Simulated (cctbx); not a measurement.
## A disordered crystal of nominal CeErFe14B

Cell a = 8.8980 Å, b = 8.8980 Å, c = 12.0190 Å, α = 90.00°, β = 90.00°, γ = 90.00°; space group P4_2/mnm (no. 136); nominal formula CeErFe14B.

The data are simulated with cctbx, not measured: Mo Kα, λ = 0.71073 Å, to d = 0.65 Å, 95 % of the full sphere, strongest reflection 20000 counts, noise from counting, a 2 % proportional error and a noise floor of 4 counts (s.d.); no absorption, and some extinction, which the refinements don't model.

With every site full:

```text
Rint 0.029, 1018 unique reflections to 0.65 A
cycle     R1     wR2    GooF  max shift (A)
   1  0.1273  0.2590  17.237   0.00089
   2  0.0127  0.0281   1.869   0.00009
final R1 0.0127 wR2 0.0281 GooF 1.869  parameters 50  data/parameter 20.4
atom        x        y        z      Ueq    occ   su(xyz)  su(Uiso or U11)
Er1    0.73788  0.73788  0.00000   0.0084  1.000  0.00001  0.0001
Ce1    0.14029  0.85971  0.00000   0.0095  1.000  0.00002  0.0001
Fe1    0.09577  0.09577  0.20039   0.0112  1.000  0.00004  0.0001
Fe2    0.00000  0.50000  0.00000   0.0130  1.000  0.00000  0.0003
Fe3    0.04098  0.35378  0.17411   0.0121  1.000  0.00004  0.0001
Fe4    0.00000  0.00000  0.38267   0.0084  1.000  0.00005  0.0001
Fe5    0.21840  0.56439  0.12513   0.0121  1.000  0.00004  0.0001
Fe6    0.31558  0.31558  0.24721   0.0139  1.000  0.00004  0.0001
B1     0.37058  0.62942  0.00000   0.0214  1.000  0.00052  0.0016
difference map: max 0.63 min -2.43 rms 0.22
Q1    0.2131  0.2131  0.0761    8    0.64  1.10 A from Er1
Q2    0.1624  0.2840  0.0690   16    0.59  1.23 A from Er1
Q3    0.0203  0.7365  0.0421   16    0.55  1.61 A from Ce1
Q4    0.0839  0.6942  0.0909   16    0.52  1.55 A from Fe3
Q5    0.0838  0.9162  0.5000    4    0.51  1.76 A from Fe4
Q6    0.0612  0.5854  0.0000    8    0.51  0.93 A from Fe2
```

With the occupancies of the suspect sites free, each still typed as its main element:

```text
Rint 0.029, 1018 unique reflections to 0.65 A
cycle     R1     wR2    GooF  max shift (A)
   1  0.0631  0.1313   8.742   0.00028
  13  0.0096  0.0200   1.333   0.00001
final R1 0.0096 wR2 0.0200 GooF 1.331  parameters 51  data/parameter 20.0
atom        x        y        z      Ueq    occ   su(xyz)  su(Uiso or U11)
Er1    0.73788  0.73788  0.00000   0.0085  1.000  0.00001  0.0000
Ce1    0.14029  0.85971  0.00000   0.0096  1.000  0.00001  0.0000
Fe1    0.09577  0.09577  0.20037   0.0114  1.000  0.00003  0.0001
Fe2    0.00000  0.50000  0.00000   0.0097  0.913  0.00000  0.0002
Fe3    0.04099  0.35379  0.17412   0.0122  1.000  0.00003  0.0001
Fe4    0.00000  0.00000  0.38268   0.0085  1.000  0.00004  0.0001
Fe5    0.21842  0.56441  0.12513   0.0122  1.000  0.00003  0.0001
Fe6    0.31558  0.31558  0.24721   0.0140  1.000  0.00003  0.0001
B1     0.37051  0.62949  0.00000   0.0213  1.000  0.00037  0.0011
su of occupancy Fe2: 0.003
difference map: max 0.65 min -0.88 rms 0.18
Q1    0.2148  0.2148  0.0760    8    0.65  1.09 A from Er1
Q2    0.1629  0.2831  0.0683   16    0.59  1.22 A from Er1
Q3    0.0823  0.9177  0.5000    4    0.50  1.75 A from Fe4
Q4    0.0207  0.7341  0.0426   16    0.50  1.63 A from Ce1
Q5    0.2102  0.2102  0.4207    8    0.49  1.39 A from B1
Q6    0.1193  0.8807  0.1029    8    0.49  1.26 A from Ce1
```

**Question.** What is the disorder?

X-rays count electrons. Fe2 refines to 0.913(0.003), or 23.7 electrons; the site truly holds 0.9 Fe, 23.4 electrons, which is 0.900 of Fe. A value under 1 can't tell vacancies from a lighter guest, and one over 1 needs a heavier guest; chemistry or a second radiation must settle which. Occupancy correlates with U and the scale, so the match is approximate.

Freeing them takes R1 from 0.0127 to 0.0096 and GooF from 1.87 to 1.33.

The model is made up (kin elements in a known structure type, no relaxation), so it says nothing on whether the phase exists.

[Middle refinement cycles are left out of these outputs.]

[Logs are printed without paths, hosts, clocks, repeated set-up lines and the standing remarks that a program may print on its own settings, such as how far it seeks lower states.]
